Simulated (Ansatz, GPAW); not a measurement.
# Work function of a 9-layer slab of W(100) at several levels, part 2 of 3

How far do functional and basis move the work function of a 9-layer slab of W(100)?

GPAW 26.7.0 and Ansatz 0.2.0; Ansatz plane waves; slab in vacuum with a dipole correction, relaxation (the session's first sound run).

So far, upper work function (eV): step 2 (relaxing the atoms, PBE) 4.14; step 3 (plane waves, PBE) 4.14; step 4 (self-consistent run: xc = "RPBE") 3.98.

### Step 5. Self-consistent run: xc = "vdW-DF2"

The same geometry under vdW-DF2, to see how far the functional moves the levels against the vacuum (the van der Waals functionals take revPBE setups).

The input, run.py:

```python
import json
import numpy as np
from ase import Atoms
from gpaw import GPAW, PW

slab = Atoms(
    ['W', 'W', 'W', 'W', 'W', 'W', 'W', 'W', 'W'],
    positions=[
        [0.00000, 0.00000, 8.00000],
        [1.58000, 1.58000, 9.58000],
        [0.00000, 0.00000, 11.16000],
        [1.58000, 1.58000, 12.74000],
        [-0.00000, 0.00000, 14.33804],
        [1.58000, 1.58000, 15.94186],
        [0.00000, 0.00000, 17.52567],
        [1.58000, 1.58000, 19.16633],
        [-0.00000, 0.00000, 20.59127]],
    cell=[[3.16, 0.0, 0.0], [0.0, 3.16, 0.0], [0.0, 0.0, 28.64]],
    pbc=[True, True, False])

slab.calc = GPAW(mode=PW(400), xc='vdW-DF2', kpts={'size': (10, 10, 1), 'gamma': True},
                 occupations={'name': 'fermi-dirac', 'width': 0.1}, nbands='140%',
                 convergence={'density': 1e-05}, maxiter=200,
                 poissonsolver={'dipolelayer': 'xy'},
                 symmetry={'tolerance': 1e-3}, txt='slab.txt')
result = {}
energy = slab.get_potential_energy()
fermi = slab.calc.get_fermi_level()
v = slab.calc.get_electrostatic_potential().mean((0, 1)) - fermi
n = slab.calc.get_pseudo_density().mean((0, 1))
L = slab.cell[2, 2]
z = np.arange(len(v)) * L / len(v)
low, high = slab.positions[:, 2].min(), slab.positions[:, 2].max()
below, above = np.interp([low - 5.8, high + 5.8], z, v)
slopes = [np.interp(x, z, np.gradient(v, z)) for x in (low - 5.8, high + 5.8)]
eps = np.array([[slab.calc.get_eigenvalues(k, s) for k in range(len(slab.calc.get_ibz_k_points()))]
                for s in range(slab.calc.get_number_of_spins())]) - fermi
top, bottom = eps[eps < 0].max(), eps[eps > 0].min()
dipole = slab.get_dipole_moment()[2]
print(f'energy {energy:.4f} eV, Fermi level {fermi:.4f} eV, dipole {dipole:.5f} e A')
print(f'potential 5.8 A off the faces, from the Fermi level: lower {below:.4f} eV, upper {above:.4f} eV')
print(f'slope of the potential there: lower {slopes[0]:.5f}, upper {slopes[1]:.5f} eV/A')
print(f'nearest levels on the mesh: {top:.4f} and {bottom:.4f} eV')
print('magnetic moment', round(slab.get_magnetic_moment(), 3))
result.update(energy=energy, fermi=fermi, dipole=dipole, below=below, above=above, slopes=slopes, edges=[top, bottom],
              z=z.tolist(), v=v.tolist(), n=n.tolist(), positions=slab.positions.tolist(),
              forces=slab.get_forces(apply_constraint=False).tolist(), moments=slab.get_magnetic_moments().tolist())
json.dump(result, open('result.json', 'w'))
```

The run is started by

```console
$ OMP_NUM_THREADS=1 OPENBLAS_NUM_THREADS=1 python run.py
```

The job ended after 4.4 min (1 thread of AMD EPYC 9R14 (Zen 4), shared host; peak memory 0.54 GiB).

This step gave:

```
dipole along the normal                    : 0.003835 e·Å
levels nearest the Fermi level on the mesh : -0.03421, 0.005540 eV from the Fermi level
upper work function                        : 4.518 eV
lower work function                        : 4.583 eV
```

The electrostatic potential energy of an electron (without an applied field's), less the Fermi level, planar mean oscillates, so the rows of the table below give means over windows of 1.59 Å about each position, cut where the curve ends. Its maxima inside the range that stand out by 2 % of the span (Å: eV): 8.8: -8.77, 10.4: -9.37, 12.0: -9.32, 13.6: -9.05, 15.2: -8.92, 16.8: -9.16, 18.4: -8.39, 19.8: -11.7. Its minima: 8.1: -20.1, 9.5: -20.8, 11.1: -21.0, 12.7: -20.9, 14.3: -20.9, 15.9: -20.8, 17.5: -20.8, 19.2: -21.0, 20.6: -20.5.

Table of electrostatic potential energy of an electron (without an applied field's), less the Fermi level, planar mean by z; means over each step:

```
z (Å)  electrostatic potential energy of an electron (without an applied field's), less the Fermi level, planar mean (eV)
 0.80                                                                                                                4.58
 2.39                                                                                                                4.58
 3.98                                                                                                                4.57
 5.57                                                                                                                4.18
 7.16                                                                                                               -5.12
 8.75                                                                                                               -14.5
10.34                                                                                                               -15.0
11.93                                                                                                               -14.9
13.52                                                                                                               -14.7
15.11                                                                                                               -14.6
16.70                                                                                                               -14.8
18.29                                                                                                               -14.2
19.88                                                                                                               -16.7
21.47                                                                                                               -4.72
23.06                                                                                                                4.14
24.65                                                                                                                4.50
26.24                                                                                                                4.52
27.83                                                                                                                4.52
```

The upper face's work function is 4.518 eV, against 4.139 eV in the first plane-wave PBE run at this geometry.

### Step 6. Self-consistent run: xc = "LDA"

The same geometry under LDA, to see how far the functional moves the levels against the vacuum.

Changes to run.py since step 5:

```diff
@@ -20,3 +20,3 @@
 
-slab.calc = GPAW(mode=PW(400), xc='vdW-DF2', kpts={'size': (10, 10, 1), 'gamma': True},
+slab.calc = GPAW(mode=PW(400), xc='LDA', kpts={'size': (10, 10, 1), 'gamma': True},
                  occupations={'name': 'fermi-dirac', 'width': 0.1}, nbands='140%',
```

Run time: 4 min. Hardware: 1 thread; peak memory 0.38 GiB.

Numbers from this step:

- dipole along the normal: 0.004540 e·Å
- levels nearest the Fermi level on the mesh: -6.13e-4, 0.01411 eV from the Fermi level
- upper work function: 4.433 eV
- lower work function: 4.511 eV

The upper face's work function is 4.433 eV, against 4.139 eV in the first plane-wave PBE run at this geometry.

### Step 7. Self-consistent run: xc = "revPBE"

The same geometry under revPBE, to see how far the functional moves the levels against the vacuum.

Changes to run.py since step 6:

```diff
@@ -20,3 +20,3 @@
 
-slab.calc = GPAW(mode=PW(400), xc='LDA', kpts={'size': (10, 10, 1), 'gamma': True},
+slab.calc = GPAW(mode=PW(400), xc='revPBE', kpts={'size': (10, 10, 1), 'gamma': True},
                  occupations={'name': 'fermi-dirac', 'width': 0.1}, nbands='140%',
```

Wall time 4.3 min (1 thread); peak memory 0.39 GiB.

This step gave:

* dipole along the normal: 0.005264 e·Å
* levels nearest the Fermi level on the mesh: -0.02410, 0.01673 eV from the Fermi level
* upper work function: 4.005 eV
* lower work function: 4.096 eV

The electrostatic potential energy of an electron (without an applied field's), less the Fermi level, planar mean oscillates, so the rows of the table below give means over windows of 1.59 Å about each position, cut where the curve ends. Its maxima inside the range that stand out by 2 % of the span (Å: eV): 8.8: -8.59, 10.4: -9.16, 12.0: -9.11, 13.6: -8.84, 15.2: -8.71, 16.8: -8.96, 18.4: -8.17, 19.8: -11.5. Its minima: 8.1: -19.9, 9.5: -20.6, 11.1: -20.7, 12.7: -20.7, 14.3: -20.7, 15.9: -20.6, 17.5: -20.6, 19.2: -20.8, 20.6: -20.3.

Table of electrostatic potential energy of an electron (without an applied field's), less the Fermi level, planar mean by z; means over each step:

```
z (Å)  electrostatic potential energy of an electron (without an applied field's), less the Fermi level, planar mean (eV)
 0.80                                                                                                                4.09
 2.39                                                                                                                4.10
 3.98                                                                                                                4.09
 5.57                                                                                                                3.78
 7.16                                                                                                               -5.14
 8.75                                                                                                               -14.3
10.34                                                                                                               -14.8
11.93                                                                                                               -14.7
13.52                                                                                                               -14.5
15.11                                                                                                               -14.4
16.70                                                                                                               -14.6
18.29                                                                                                               -13.9
19.88                                                                                                               -16.5
21.47                                                                                                               -4.74
23.06                                                                                                                3.72
24.65                                                                                                                4.00
26.24                                                                                                                4.01
27.83                                                                                                                4.01
```

The upper face's work function is 4.005 eV, against 4.139 eV in the first plane-wave PBE run at this geometry.

### Step 8. OptPBE vdW: xc = "optPBE-vdW"

The same geometry under optPBE-vdW, to see how far the functional moves the levels against the vacuum (the van der Waals functionals take revPBE setups).

Changes to run.py since step 7:

```diff
@@ -20,3 +20,3 @@
 
-slab.calc = GPAW(mode=PW(400), xc='revPBE', kpts={'size': (10, 10, 1), 'gamma': True},
+slab.calc = GPAW(mode=PW(400), xc='optPBE-vdW', kpts={'size': (10, 10, 1), 'gamma': True},
                  occupations={'name': 'fermi-dirac', 'width': 0.1}, nbands='140%',
```

Wall time 4.4 min (1 thread); peak memory 0.53 GiB.

Numbers from this step:

```
dipole along the normal                    : 0.004275 e·Å
levels nearest the Fermi level on the mesh : -0.005255, 0.002616 eV from the Fermi level
upper work function                        : 4.354 eV
lower work function                        : 4.427 eV
```

The electrostatic potential energy of an electron (without an applied field's), less the Fermi level, planar mean oscillates, so the rows of the table below give means over windows of 1.59 Å about each position, cut where the curve ends. Its maxima inside the range that stand out by 2 % of the span (Å: eV): 8.8: -8.52, 10.4: -9.10, 12.0: -9.05, 13.6: -8.78, 15.2: -8.65, 16.8: -8.90, 18.4: -8.12, 19.8: -11.5. Its minima: 8.1: -19.9, 9.5: -20.6, 11.1: -20.7, 12.7: -20.6, 14.3: -20.7, 15.9: -20.5, 17.5: -20.5, 19.2: -20.8, 20.6: -20.3.

Table of electrostatic potential energy of an electron (without an applied field's), less the Fermi level, planar mean by z; means over each step:

```
z (Å)  electrostatic potential energy of an electron (without an applied field's), less the Fermi level, planar mean (eV)
 0.80                                                                                                                4.42
 2.39                                                                                                                4.43
 3.98                                                                                                                4.41
 5.57                                                                                                                4.06
 7.16                                                                                                               -5.02
 8.75                                                                                                               -14.2
10.34                                                                                                               -14.7
11.93                                                                                                               -14.6
13.52                                                                                                               -14.4
15.11                                                                                                               -14.3
16.70                                                                                                               -14.5
18.29                                                                                                               -13.9
19.88                                                                                                               -16.4
21.47                                                                                                               -4.62
23.06                                                                                                                4.01
24.65                                                                                                                4.34
26.24                                                                                                                4.35
27.83                                                                                                                4.36
```

The upper face's work function is 4.354 eV, against 4.139 eV in the first plane-wave PBE run at this geometry.

### Step 9. Real-space grid: mode = "fd"

A real-space grid is a second complete basis, so it checks the plane-wave result.

Changes to run.py since step 8:

```diff
@@ -3,3 +3,3 @@
 from ase import Atoms
-from gpaw import GPAW, PW
+from gpaw import GPAW
 
@@ -20,3 +20,3 @@
 
-slab.calc = GPAW(mode=PW(400), xc='optPBE-vdW', kpts={'size': (10, 10, 1), 'gamma': True},
+slab.calc = GPAW(mode='fd', h=0.18, xc='PBE', kpts={'size': (10, 10, 1), 'gamma': True},
                  occupations={'name': 'fermi-dirac', 'width': 0.1}, nbands='140%',
```

The job ended after 26 min (1 thread; peak memory 1.9 GiB).

This step gave:

```
dipole along the normal                    : 0.004695 e·Å
levels nearest the Fermi level on the mesh : -0.02120, 0.01632 eV from the Fermi level
upper work function                        : 4.139 eV
lower work function                        : 4.224 eV
```

The electrostatic potential energy of an electron (without an applied field's), less the Fermi level, planar mean oscillates, so the rows of the table below give means over windows of 1.61 Å about each position, cut where the curve ends. Its maxima inside the range that stand out by 2 % of the span (Å: eV): 8.8: -8.52, 10.4: -9.07, 12.0: -9.06, 13.5: -8.73, 15.1: -8.62, 16.7: -8.86, 18.3: -8.10, 19.9: -11.4. Its minima: 8.1: -19.9, 9.6: -20.6, 11.2: -20.7, 12.7: -20.6, 14.3: -20.7, 15.9: -20.6, 17.5: -20.6, 19.2: -20.8, 20.6: -20.3.

The electrostatic potential energy of an electron (without an applied field's), less the Fermi level, planar mean by z; means over each step:

z (Å), electrostatic potential energy of an electron (without an applied field's), less the Fermi level, planar mean (eV) and a bar from the least value:
```
     0.81        4.2 ##############################
     2.42        4.2 ##############################
     4.02        4.2 ##############################
     5.63        3.8 #############################
     7.24       -6.4 ##############
     8.85      -14.3 ##
    10.46      -14.8 ##
    12.07      -14.7 ##
    13.68      -14.5 ##
    15.29      -14.4 ##
    16.90      -14.6 ##
    18.51      -14.0 ###
    20.12      -15.9 
    21.73       -1.2 ######################
    23.34        4.0 ##############################
    24.95        4.1 ##############################
    26.56        4.1 ##############################
    28.17        4.1 ##############################
```

The upper face's work function is 4.139 eV, against 4.139 eV in the first plane-wave PBE run at this geometry.

### Step 10. All levels side by side

Times are for 1 thread of AMD EPYC 9R14 (Zen 4), shared host. Results by setting:

```
no.         run  upper work function (eV)  lower work function (eV)     time  memory (GiB)
  1          pw                     4.139                     4.226  4.4 min          0.38
  2        RPBE                     3.985                     4.077  4.3 min          0.39
  3     vdW DF2                     4.518                     4.583  4.4 min          0.54
  4         LDA                     4.433                     4.511    4 min          0.38
  5      revPBE                     4.005                     4.096  4.3 min          0.39
  6  optPBE vdW                     4.354                     4.427  4.4 min          0.53
  7          fd                     4.139                     4.224   26 min           1.9
```

[end of part 2 of 3]

[Logs are printed without paths, hosts, clocks, repeated set-up lines and the standing remarks that a program may print on its own settings, such as how far it seeks lower states.]

[Hosts, paths, dates, database ids (printed as entryN), source tags and the programs' standing remarks are cut or masked in the printed files.]
